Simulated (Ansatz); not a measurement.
# RbMoF3 (cubic perovskite) (Pm-3m): Hubbard U and Hund's J by constrained RPA

Wanted: the parameters of a Hubbard-Kanamori model for RbMoF3 (cubic perovskite) (Pm-3m).

Calculated with Ansatz 0.2.0; non-magnetic LDA, then constrained RPA, plane waves, PAW.

The structure was built from a prototype and need not be the compound's stable phase.

### Step 1. The structure

It takes space group Pm-3m (No. 221, cubic). Conventional cell: a = 4.157 Å, b = 4.157 Å, c = 4.157 Å, α = 90.00°, β = 90.00°, γ = 90.00°. Rb has 12 F at 2.94 Å nearest. Nearest to Mo lie 6 F at 2.08 Å. Nearest to F lie 2 Mo at 2.08 Å and 4 Rb at 2.94 Å. Farther neighbours and most contacts between anions are not listed.

The structure was relaxed with LDA. The structure type comes from a generator and need not be one that this composition takes. The structure was generated from a model, not taken from a measurement. The runs that relaxed it are not among those shown. The program's search for lower electronic states was switched off, so nothing shows that the state found is the lowest. The default PAW set here is soft_2. Its files were made with PBE.

### Step 2. LDA bands and orbital weights

This step: DFT, LDA, plane waves, PAW.

input.yaml reads:

```yaml
crystal:
  lattice:
    - [-4.1568154, 0.0, 0.0]
    - [0.0, 0.0, -4.1568154]
    - [0.0, -4.1568154, 0.0]
  atoms:
    - { symbol: Rb, position: [0.0, 0.0, 0.0] }
    - { symbol: Mo, position: [0.5, 0.5, 0.5] }
    - { symbol: F, position: [0.5, 0.5, 0.0] }
    - { symbol: F, position: [0.5, 0.0, 0.5] }
    - { symbol: F, position: [0.0, 0.5, 0.5] }
kpoints:
  mp_grid: { grid: [6, 6, 6] }
  band_path:
    path:
      - [[0.0, 0.0, 0.0], [0.0, 0.5, 0.0], [0.5, 0.5, 0.0], [0.0, 0.0, 0.0], [0.5, 0.5, 0.5], [0.0, 0.5, 0.0]]
      - [[0.5, 0.5, 0.5], [0.5, 0.5, 0.0]]
    npoints: 10
hamiltonian:
  xc: lda
scf:
  occupations: { method: gaussian, width: 0.08 }
  n_extra_bands: 19
  max_iter: 150
  lower_state_search: "off"
output:
  eigenvalues: true
  forces: true
  stress: true
  fatbands: true
  write_density: true
  write_potential: true
  elf: true
  volumetric_format: npy
```

Started as:

```
ansatz run input.yaml --threads 4 --pin off --max-ram 9216MiB --backend cpu --events-out ev --progress --plain --runs-dir out
```

Numbers of over 12 decimals in the logs are rounded to 6 here.

The program printed:

```text
scf.n_extra_bands = 19 over 22 filled bands (N_el = 44.0): the run solves 41 bands
Engine: ansatz 0.2.0, aarch64-unknown-linux-gnu
Pseudopotentials: kind: paw
Pseudopotential: Rb, paw, valence charge 9, recommended cutoff 420 eV (normal), Rb.paw.azcp
Pseudopotential: Mo, paw, valence charge 14, recommended cutoff 420 eV (normal), Mo.paw.azcp
Pseudopotential: F, paw, valence charge 7, recommended cutoff 420 eV (normal), F.paw.azcp
Functional definition: SPW92
  exchange = slater_x
  correlation = pw_c
Crystal: 5 atoms, lattice volume = 71.826 Å³
Basis set: ecut = 420 eV, 1365 PW (Γ)
Bands: 41, of which v1, the nominal top of the filled ones, is band 22 counted from 1 (21 counted from 0)
Symmetry: 48 space group operations
Space group: Pm-3m (ITA 221), of the structure as read, at distance tolerance 4.2e-5 Å
k-points: 20 of 216
Non-local potential: Rb, projectors of the file, l = 0: 3, l = 1: 2, l = 2: 2
Non-local potential: Mo, projectors of the file, l = 0: 3, l = 1: 2, l = 2: 2, l = 3: 1
Non-local potential: F, projectors of the file, l = 0: 2, l = 1: 2, l = 2: 1
PAW form: soft (Blöchl's): semilocal exchange-correlation on the pseudo side does not see the compensation charge
PAW frozen core: Rb, regenerated for the run's functional, and the local potential with it (the file was generated under x = pbe(κ = 0.804, μ = 0.219515), c = pbe(β = 0.066725))
PAW frozen core: Mo, regenerated for the run's functional, and the local potential with it (the file was generated under x = pbe(κ = 0.804, μ = 0.219515), c = pbe(β = 0.066725))
PAW frozen core: F, regenerated for the run's functional, and the local potential with it (the file was generated under x = pbe(κ = 0.804, μ = 0.219515), c = pbe(β = 0.066725))
PAW one-centre angular grid: Rb, 110 points (default); XC on 64 Gauss nodes
PAW one-centre angular grid: Mo, 590 points (default); XC on 64 Gauss nodes
PAW one-centre angular grid: F, 110 points (default); XC on 64 Gauss nodes
Initial density: superposition of atomic densities (neutral atoms: chi_scale 0, normalization atom), corrected by the library's trained network
Initial wavefunctions: pseudopotential atomic-orbital guess
Functional: x = slater, c = lda
SCF iter   1: F=—  HF=-10395.789308 eV  |F-HF|=—  |Δ(HF+E_count)|=         —  Δρ=1.83e-2  dr2=1.60e-1  ethr=1.77e-3  ⟨swp⟩=6.0  Hψ=3880  notcnv=0  defer=125
preconditioner: auto → LDOS  [insulator: Δε(μ)=0.140 eV  Ē_g=16.598 eV  σ=0.080 eV  W_gap=0.62  n_scr=18 (ndim 8)  ℏωp=23.2 eV  f_vac=0.037  D(μ)=3.62/eV (n_scr^D=26)  ε∞_Penn≈3.0  β→1.0]
SCF iter   2: F=—  HF=-10395.750815 eV  |F-HF|=—  |Δ(HF+E_count)|=   3.85e-2  Δρ=7.97e-3  dr2=2.16e-2  ethr=3.65e-4  ⟨swp⟩=2.0  Hψ=1472  notcnv=0  defer=217
SCF iter   3: F=—  HF=-10395.744768 eV  |F-HF|=—  |Δ(HF+E_count)|=   6.05e-3  Δρ=2.62e-3  dr2=3.94e-3  ethr=4.91e-5  ⟨swp⟩=2.0  Hψ=1081  notcnv=0  defer=217
SCF iter   4: F=—  HF=-10395.743855 eV  |F-HF|=—  |Δ(HF+E_count)|=   9.13e-4  Δρ=8.05e-4  dr2=6.25e-4  ethr=8.96e-6  ⟨swp⟩=2.4  Hψ=853  notcnv=0  defer=217
SCF iter   5: F=—  HF=-10395.743681 eV  |F-HF|=—  |Δ(HF+E_count)|=   1.73e-4  Δρ=2.49e-4  dr2=4.21e-5  ethr=1.42e-6  ⟨swp⟩=2.0  Hψ=701  notcnv=0  defer=217
SCF iter   6: F=—  HF=-10395.743673 eV  |F-HF|=—  |Δ(HF+E_count)|=   8.12e-6  Δρ=5.78e-5  dr2=2.16e-6  ethr=9.58e-8  ⟨swp⟩=2.8  Hψ=940  notcnv=0  defer=217
SCF iter   7: F=-10395.743672 eV  HF=-10395.743672 eV  |F-HF|=6.11e-9  |Δ(HF+E_count)|=   5.70e-7  Δρ=5.18e-6  dr2=1.62e-8  ethr=2.27e-10  ⟨swp⟩=14.6  Hψ=6379  notcnv=0
SCF 1 converged in 7 iterations: F = -10395.743672 eV  dr2 = 1.62e-8
  greatest PAW one-centre occupation: 0.999 electrons in one spin orbital (limit 2), on the Mo atom at site 1 (counted from 0), in its partial waves of l = 0
NSCF: frozen V_eff on 62 k-points
SCF converged after 7 iterations
Free energy (F): -10395.743672 eV
Harris-Foulkes:  -10395.743672 eV  (|F-HF|=6.11e-9)
Internal energy: -10395.732050 eV  (E = F + TS)
E sigma→0 (E₀):  -10395.737861 eV
Entropy (-TS):   -0.011622 eV (-2.324 meV/atom)
Fermi energy:    11.375573 eV
--- Per-component energies (eV) ---
  E_band       = -282.312669
  E_kinetic    = 1255.295497
  E_local      = -3518.589684  (includes V_loc(G=0)·N_el)
  E_nonlocal   = 557.361027
  E_hartree    = 1240.159246
  E_xc         = -544.603211
  E_vxc        = -666.852451  (∫ρ·V_xc dr)
  E_paw        = -6177.012589  (= ΣΔE_a)
  E_vpaw       = -389.851803  (= ΣTr[D̂ρ^β])
  E_aug_tail   = 0.006010  (compensation charges beyond the density's cutoff)
  E_ewald      = -3209.432176
  E_core_change = 1.083831  (= ΣΔE_core)
  E_smearing   = -0.011622  (= −TS)
  E_closure    = -0.000000  (closes the sum)
  Σ components = -10395.743672   (vs F -10395.743672, Δ=0.00e0)
--- Forces (eV/Å), atoms counted from 1 ---
  atom   1  Rb     0.00000000    -0.00000000     0.00000000
  atom   2  Mo    -0.00000000     0.00000000     0.00000000
  atom   3  F     -0.00000000     0.00000000     0.00000000
  atom   4  F     -0.00000000     0.00000000     0.00000000
  atom   5  F     -0.00000000    -0.00000000     0.00000000
  max |Σ_I F_I| component: 1.86e-28 eV/Å
--- Stress (GPa, compression-positive) ---
       -0.004945       0.000000       0.000000
        0.000000      -0.004945       0.000000
        0.000000       0.000000      -0.004945
  P = ⅓ Tr σ = -0.0049 GPa (-0.049 kbar)
--- Band table (eV; the first three rows and the last of 20) ---
  k-point 0: bands = [... 18 lower, 3.9049, 3.9049, 10.0616, 10.0616, 10.0616, 11.6767, 12.0803, 12.0803, ... 15 higher]
  k-point 1: bands = [... 18 lower, 3.8351, 3.8351, 10.0960, 10.3518, 10.3518, 12.1093, 12.1228, 12.6406, ... 15 higher]
  k-point 2: bands = [... 18 lower, 3.7076, 3.7076, 10.1672, 10.9474, 10.9474, 12.1943, 12.9329, 13.6821, ... 15 higher]
  k-point 19: bands = [... 18 lower, 4.2031, 4.2031, 12.0987, 12.0987, 12.0987, 14.7382, 14.7382, 14.7382, ... 15 higher]
```

Run time: 2.6 s. Hardware: 4 threads of Arm Neoverse V2, shared host; peak memory 0.39 GiB.

Reading the cycles: dr2 is the Hartree energy of the density residual (eV), the measure of convergence; HF is the Harris–Foulkes estimate of the energy, which meets the free energy F at convergence.

Numbers from this step:

```yaml
pressure: -0.004945 GPa
```

Electronic bands along the path, in eV, zero at the Fermi level:

```
    point  band 19  band 20  band 21  band 22  band 23  band 24  band 25  band 26
        Γ    -7.47    -7.47    -1.31    -1.31    -1.31     0.30     0.70     0.70
  halfway    -7.61    -7.61    -1.24    -0.73    -0.73     0.79     1.14     1.81
        X    -7.73    -7.73    -1.17    -0.12    -0.12     0.85     2.03     2.74
  halfway    -7.78    -7.40    -0.67    -0.14     0.25     1.25     2.93     3.55
        M    -7.67    -7.19    -0.17    -0.17     0.65     1.28     4.07     4.14
  halfway    -7.70    -7.45    -0.72    -0.67    -0.27     1.13     2.24     2.35
        Γ    -7.47    -7.47    -1.31    -1.31    -1.31     0.30     0.70     0.70
  halfway    -7.54    -7.46    -0.26    -0.26    -0.24     2.38     2.38     2.67
        R    -7.17    -7.17     0.72     0.72     0.72     3.36     3.36     3.36
  halfway    -7.44    -7.38    -0.25     0.19     0.30     2.39     3.05     3.89
        X    -7.73    -7.73    -1.17    -0.12    -0.12     0.85     2.03     2.74
jump to R    -7.17    -7.17     0.72     0.72     0.72     3.36     3.36     3.36
  halfway    -7.41    -7.18     0.22     0.22     0.68     2.52     3.97     4.15
        M    -7.67    -7.19    -0.17    -0.17     0.65     1.28     4.07     4.14
```

Of the projections kept (Mo 4d, F 2p), the largest for each band there; the rest of the weight can lie on other orbitals:

```
point    band 19    band 20     band 21     band 22     band 23     band 24     band 25     band 26
    Γ  F 2p 0.96  F 2p 0.96  Mo 4d 0.98  Mo 4d 0.98  Mo 4d 0.98           -  Mo 4d 0.87  Mo 4d 0.87
    X  F 2p 0.99  F 2p 0.99  Mo 4d 1.00  Mo 4d 0.89  Mo 4d 0.89  Mo 4d 0.88  Mo 4d 0.61   F 2p 0.09
    M  F 2p 0.94  F 2p 1.00  Mo 4d 0.88  Mo 4d 0.88  Mo 4d 0.80  Mo 4d 0.75   F 2p 0.11  Mo 4d 0.74
    Γ  F 2p 0.96  F 2p 0.96  Mo 4d 0.98  Mo 4d 0.98  Mo 4d 0.98           -  Mo 4d 0.87  Mo 4d 0.87
    R  F 2p 1.00  F 2p 1.00  Mo 4d 0.81  Mo 4d 0.81  Mo 4d 0.81           -           -           -
    X  F 2p 0.99  F 2p 0.99  Mo 4d 1.00  Mo 4d 0.89  Mo 4d 0.89  Mo 4d 0.88  Mo 4d 0.61   F 2p 0.09
```

Electrostatic potential energy in the ac plane at fractional y = 0.500, with atoms of Mo and F within 0.2 Å of it. With pseudopotentials it is smooth inside the atoms' cores, unlike the true potential.

Ten even steps from '0' (-63 eV) to '9' (13 eV), each cell a mean:
```
99999743489999
99999865799999
99999988999999
99999877789999
78998632468998
45886300147974
33785100027853
34786200037864
67997521368987
99998765689999
99999988899999
99999977899999
99999743589999
99999633479999
```
Columns run along a (4.2 Å; values clipped at the 3rd and 97th percentile), rows up along c (4.2 Å). Atoms in or near the plane, at fractional coordinates: Mo at (0.50, 0.50), F at (0.50, 0.00), F at (0.00, 0.50).

Valence density in the ac plane at fractional y = 0.500, with atoms of Mo and F within 0.2 Å of it. It is the smooth field of the valence electrons, not physical close to the nuclei.

Ten even steps from '0' (0 e/Å³) to '9' (12 e/Å³), each cell a mean:
```
00000157310000
00000022100000
00000000000000
00000000000000
10000122110001
53000244310013
95101355420027
74100255420025
21000123210001
00000001000000
00000000000000
00000011000000
00000145300000
00000279510000
```
Columns run along a (4.2 Å), rows up along c (4.2 Å). Atoms in or near the plane, at fractional coordinates: Mo at (0.50, 0.50), F at (0.50, 0.00), F at (0.00, 0.50).

### Step 3. Constrained RPA: Mo t2g, bands v2 to c1, 4×4×4 mesh, medium accuracy

Constrained RPA screens the interaction with every transition except those inside the target bands, which a later many-body model would treat itself.

This step: constrained RPA on LDA, plane waves, PAW.

input.yaml, the sections that differ from step 2:

```yaml
kpoints:
  mp_grid: { grid: [6, 6, 6] }
output:
  crpa:
    kmesh: [4, 4, 4]
    target_bands: [v2, c1]
    projections: [{ species: Mo, l: d, shell: 4, orbitals: [dxz, dyz, dxy] }]
  local_orbitals:
    kmesh: [8, 8, 8]
    orbitals: [{ species: Mo, l: d, shell: 4, orbitals: [dxz, dyz, dxy] }]
    window: { bands: [v2, c1] }
    seedname: lo
# crystal, hamiltonian, scf: as in step 2
```

The program printed:

```text
[...]
Crystal: 5 atoms, lattice volume = 71.826 Å³
Basis set: ecut = 420 eV, 1365 PW (Γ)
Bands: 41, of which v1, the nominal top of the filled ones, is band 22 counted from 1 (21 counted from 0)
Symmetry: 48 space group operations
[...]
k-points: 20 of 216
[...]
SCF iter   1: F=—  HF=-10395.789309 eV  |F-HF|=—  |Δ(HF+E_count)|=         —  Δρ=1.83e-2  dr2=1.60e-1  ethr=1.77e-3  ⟨swp⟩=6.0  Hψ=3880  notcnv=0  defer=125
[...]
SCF iter   7: F=-10395.743672 eV  HF=-10395.743672 eV  |F-HF|=5.94e-9  |Δ(HF+E_count)|=   5.70e-7  Δρ=5.15e-6  dr2=1.60e-8  ethr=2.27e-10  ⟨swp⟩=9.1  Hψ=4174  notcnv=0
SCF 1 converged in 7 iterations: F = -10395.743672 eV  dr2 = 1.60e-8
[...]
NSCF: frozen V_eff on 38 k-points
[...]
cRPA screening: q 1/64
cRPA screening: q 2/64
cRPA screening: q 8/64 (q-point 3)
cRPA screening: q 11/64 (q-point 6)
cRPA screening: q 23/64 (q-point 7)
cRPA screening: q 35/64 (q-point 11)
cRPA screening: q 38/64 (q-point 22)
cRPA screening: q 46/64 (q-point 23)
cRPA screening: q 58/64 (q-point 27)
cRPA screening: q 64/64 (q-point 43)
SCF converged after 7 iterations
Free energy (F): -10395.743672 eV
[...]
Internal energy: -10395.732050 eV  (E = F + TS)
E sigma→0 (E₀):  -10395.737861 eV
Entropy (-TS):   -0.011622 eV (-2.324 meV/atom)
Fermi energy:    11.375572 eV
[...]
--- Band table (eV; the first three rows and the last of 20) ---
  k-point 0: bands = [... 18 lower, 3.9049, 3.9049, 10.0616, 10.0616, 10.0616, 11.6767, 12.0803, 12.0803, ... 15 higher]
  k-point 1: bands = [... 18 lower, 3.8351, 3.8351, 10.0960, 10.3518, 10.3518, 12.1093, 12.1228, 12.6406, ... 15 higher]
  k-point 2: bands = [... 18 lower, 3.7076, 3.7076, 10.1672, 10.9474, 10.9474, 12.1943, 12.9329, 13.6821, ... 15 higher]
  k-point 19: bands = [... 18 lower, 4.2031, 4.2031, 12.0987, 12.0987, 12.0987, 14.7382, 14.7382, 14.7382, ... 15 higher]
--- cRPA (band scheme, projected local orbitals): target bands 21..23 (1-based), 3 Wannier function(s), 4×4×4 mesh, 46 bands' worth read of 51 solved, ecut_chi 136.0 eV, v(q+G=0) probe_charge, pair densities all_electron ---
  bands read: the sum over 46 bands ends inside a degenerate multiplet in 10 slots, whose members it reads at an even weight; the widest, k=0: bands 45 to 47 (counted from 1) at 2/3 each
  χ-basis size per q: N_G = 251..280
  window electrons = 4.0000, filled by tetrahedron_uncorrected; constrained ε̄⁻¹(q = 0, 0) head = 0.338180; min gauge Gram eig = 0.8011
  Kanamori averages over each shell's own Wannier functions (sites counted from 0, functions from 1):
    Site 1, 4D, 3 of 5 d orbitals (Wannier functions 1, 2, 3; wannier90's mr 2, 3, 5):
      screened: U = 4.9214 eV, U' = 4.1737 eV, J = 0.3562 eV
      screened, to within: U = 8.6e-3 eV, U' = 8.6e-3 eV, J = 7.3e-4 eV
      bare: V = 12.9800 eV, V' = 11.9568 eV, J = 0.5082 eV
  Hermiticity witness max|P − P†| over intra, direct and exchange elements: 3.55e-15 eV (screened), 1.36e-19 eV (bare)
  Reality witness max|Im| over intra, direct and exchange elements: 1.16e-19 eV (screened), 6.80e-20 eV (bare)
```

It took 28 s on 4 threads; peak memory 0.55 GiB; 1.7 min of CPU time.

Numbers from this step:

| Quantity | Value |
| --- | --- |
| U | 4.921 eV |
| U prime (inter-orbital) | 4.174 eV |
| J | 0.3562 eV |
| bare V | 12.98 eV |
| bare J | 0.5082 eV |
| stated bound on U | 0.008561 eV |
| U over bare V | 0.3792 |
| electrons in the window | 4.000 |
| head of the constrained inverse dielectric matrix | 0.3382 |
| least eigenvalue of the projection's overlap | 0.8011 |
| target functions | 3 |
| bands in the sums | 46 |
| r.m.s. miss of the model bands | 1.09e-4 eV |
| width of the target bands | 2.037 eV |
| weight of the projected orbitals in the window | 0.8856 |

On the Mo t2g shell, screening brings the on-site interaction from 13.0 eV down to U = 4.92 eV.

Kanamori averages over each shell's functions. Crpa shells, by row:

```
site  element  shell  orbitals  U (eV)  U' (eV)  J (eV)  bare V (eV)  bare V' (eV)  bare J (eV)  bound on U (eV)
   2       Mo     4D         3   4.921    4.174  0.3562        12.98         11.96       0.5082         0.008561
```

Density-density elements U_iijj, eV. U matrix, by row:

```
orbital  Mo2 dxz  Mo2 dyz  Mo2 dxy
Mo2 dxz    4.921    4.174    4.174
Mo2 dyz    4.174    4.921    4.174
Mo2 dxy    4.174    4.174    4.921
```

Exchange elements U_ijji, eV. J matrix, by row:

```
orbital  Mo2 dxz  Mo2 dyz  Mo2 dxy
Mo2 dxz        -    0.356    0.356
Mo2 dyz    0.356        -    0.356
Mo2 dxy    0.356    0.356        -
```

Projected local orbitals of the target window. Electronic bands along the path, in eV, zero at the Fermi level; # counts the bands kept:

```
    point     #1     #2     #3
        Γ  -1.31  -1.31  -1.31
  halfway  -1.24  -0.73  -0.73
        X  -1.17  -0.12  -0.12
  halfway  -0.67  -0.14   0.25
        M  -0.17  -0.17   0.65
  halfway  -0.72  -0.67  -0.27
        Γ  -1.31  -1.31  -1.31
  halfway  -0.26  -0.26  -0.24
        R   0.72   0.72   0.72
  halfway  -0.25   0.19   0.30
        X  -1.17  -0.12  -0.12
jump to R   0.72   0.72   0.72
  halfway   0.22   0.22   0.68
        M  -0.17  -0.17   0.65
```

The same for Kohn-Sham, solved directly:

```
point     #1     #2     #3
    Γ  -1.31  -1.31  -1.31
    X  -1.17  -0.12  -0.12
    M  -0.17  -0.17   0.65
    Γ  -1.31  -1.31  -1.31
    R   0.72   0.72   0.72
    X  -1.17  -0.12  -0.12
    R   0.72   0.72   0.72
    M  -0.17  -0.17   0.65
```

The first set of electronic bands as a text plot (rows in eV):

```
    0.7 |              *                     *****        *******
    0.6 |             * *                        *
    0.5 |            *   *                  *    **        *
    0.4 |                                   *     **
    0.3 |           *                      *       *        *
    0.3 |                 *                *      * *        *
    0.2 |          *                                **
    0.1 |                                            **
    0.0 |         *        **            **        *  **      *
   -0.1 |       **                                     ***     *
   -0.2 |      *  *******                                       *
   -0.3 |             *  *   *          *           *
   -0.3 |     *      *    *
   -0.4 |                 *
   -0.5 |    *      *      **          *             *
   -0.6 |                     *        *
   -0.7 |                    *
   -0.8 |   *                *                        *
   -0.8 |          *          **     **
   -0.9 |         *           *
   -1.0 |                      *                       *
   -1.1 |  *                   **   *                   *
   -1.2 | *  *****              *                        *
   -1.3 |****                    ***
         Γ      X      M          Γ            R        X|R     M
```

Onsite levels, by row:

```
orbital  level less Fermi level (eV)
Mo2 dxz                      -0.2314
Mo2 dyz                      -0.2314
Mo2 dxy                      -0.2314
```

Largest distinct elements between sites. Hoppings, by row:

```
   from       to      cell  distance (Å)    t (eV)
Mo2 dxy  Mo2 dxy    0 0 -1         4.157   -0.2374
Mo2 dxz  Mo2 dxz     1 1 0         5.879   -0.0172
Mo2 dxy  Mo2 dxy    0 0 -2         8.314    0.0055
Mo2 dyz  Mo2 dxz   -1 1 -1           7.2   -0.0047
Mo2 dyz  Mo2 dyz     1 0 0         4.157   -0.0045
Mo2 dyz  Mo2 dyz    1 -1 0         5.879   -0.0041
Mo2 dxy  Mo2 dxy    2 0 -1         9.295   -0.0016
Mo2 dxy  Mo2 dxz    0 -1 1         5.879   -0.0012
Mo2 dxz  Mo2 dxy  -2 -1 -1         10.18    0.0012
Mo2 dxz  Mo2 dxz    2 -2 0         11.76  -5.00e-4
Mo2 dxz  Mo2 dxz     3 0 0         12.47  -5.00e-4
Mo2 dxz  Mo2 dxz    0 0 -2         8.314  -5.00e-4
```

(Part 1 of 2 ends here.)

[Paths, hosts, dates, memory and timing lines, banners, echoed tables and standing remarks are left out of the program output.]

[Logs are printed without paths, hosts, clocks, repeated set-up lines and the standing remarks that a program may print on its own settings, such as how far it seeks lower states.]

[Runs of the session that timed out or met a known fault of the program may be left out.]

[Hosts, paths, dates, database ids (printed as entryN), source tags and the programs' standing remarks are cut or masked in the printed files.]
